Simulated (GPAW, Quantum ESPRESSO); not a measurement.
Ga2O3 (C2/m), O K edge of atom 5, with 2 Ga at 1.83 Å and 1 Ga at 1.94 Å (distorted trigonal planar, site symmetry m). Method: Quantum ESPRESSO XSpectra, PBE, full core hole (charged cell), 30-atom cell with 6.5 Å between holes, 4×4×3 k points, dipole transitions, Lorentzian half width 0.3 eV up to 4 eV, rising linearly to 2.5 eV at 25 eV (counted from xe0, 1.1 eV below the zero used here).

```xyz
10
Lattice="6.1070 -1.5186 0.0000 6.1070 1.5186 0.0000 -1.3860 0.0000 5.6300" Properties=species:S:1:pos:R:3 pbc="T T T"
Ga    3.2184    0.0000    3.8621
Ga    7.6096    0.0000    1.7679
Ga   10.8240    0.0000    1.1564
Ga    0.0041    0.0000    4.4736
O     5.1267    0.0000    4.1853
O     5.7013    0.0000    1.4447
O     9.4919    0.0000    2.4592
O     1.3361    0.0000    3.1708
O     8.9710    0.0000    5.0118
O     1.8570    0.0000    0.6182
```

Energy from the lowest empty level; a common scale on which the isotropic spectrum has a mean of 1 over the first 20 eV.

```csv
E (eV),curve 1,curve 2,curve 3
-2.00,0.04,0.04,0.02
-1.25,0.05,0.05,0.02
-0.50,0.08,0.07,0.03
0.25,0.13,0.11,0.04
1.00,0.33,0.21,0.07
1.75,0.81,0.41,0.15
2.50,1.53,1.16,0.26
3.25,2.55,2.69,0.45
4.00,2.67,3.15,0.54
4.75,2.18,2.57,0.60
5.50,1.66,2.51,0.95
6.25,1.42,2.20,1.52
7.00,1.46,1.58,1.51
7.75,1.43,1.48,1.32
8.50,1.46,1.33,1.27
9.25,1.59,1.20,1.31
10.00,1.52,1.09,1.26
10.75,1.21,0.95,1.15
11.50,0.90,0.77,0.98
12.25,0.74,0.66,0.85
13.00,0.67,0.62,0.78
13.75,0.62,0.60,0.72
14.50,0.60,0.58,0.67
15.25,0.60,0.57,0.65
16.00,0.60,0.57,0.65
16.75,0.58,0.56,0.64
17.50,0.55,0.55,0.61
18.25,0.53,0.55,0.58
19.00,0.52,0.56,0.55
19.75,0.50,0.57,0.53
20.50,0.50,0.59,0.53
21.25,0.50,0.61,0.53
22.00,0.51,0.63,0.55
22.75,0.53,0.66,0.57
23.50,0.55,0.68,0.59
24.25,0.58,0.72,0.62
25.00,0.61,0.75,0.66
25.75,0.65,0.80,0.69
26.50,0.72,0.85,0.74
27.25,0.79,0.90,0.78
28.00,0.87,0.94,0.83
28.75,0.94,0.95,0.88
29.50,0.98,0.93,0.92
30.25,0.98,0.86,0.93
31.00,0.93,0.78,0.91
31.75,0.85,0.70,0.86
```

The curves are for the electric vector along different Cartesian axes of the cell as given, averaged over the symmetry-equivalent atoms. Which is which?

Curve 1: along x, main maxima 3.7 eV (2.85) and 9.5 eV (1.60). Curve 2: along y, main maxima 3.6 eV (3.38). Curve 3: along z, main maxima 6.5 eV (1.57) and 9.1 eV (1.32). A K edge sees empty p states on the absorber. Each direction probes the empty orbitals that point along it. The crystal has 3 inequivalent O sites and not all are shown here, while a measurement adds them all. Lifetime broadening is put in by hand, and intensities beyond about 20 eV depend on it and on the partial waves; weight that the partial waves miss at high energy is lost.

[Banner, clock and machine lines of the logs are left out without a mark of their own.]

[Logs are printed without paths, hosts, clocks, repeated set-up lines and the standing remarks that a program may print on its own settings, such as how far it seeks lower states.]

[Hosts, paths, dates, database ids (printed as entryN), source tags and the programs' standing remarks are cut or masked in the printed files.]

[Lists of maxima count a maximum above −3 eV only where it reaches 4 % of the highest in the window and stands out from its surroundings by 2 % of it (1.5 % where it reaches 55 %); shoulders and weaker maxima are passed over, and of the rest the first, up to two pre-edge ones and the few strongest are named.]
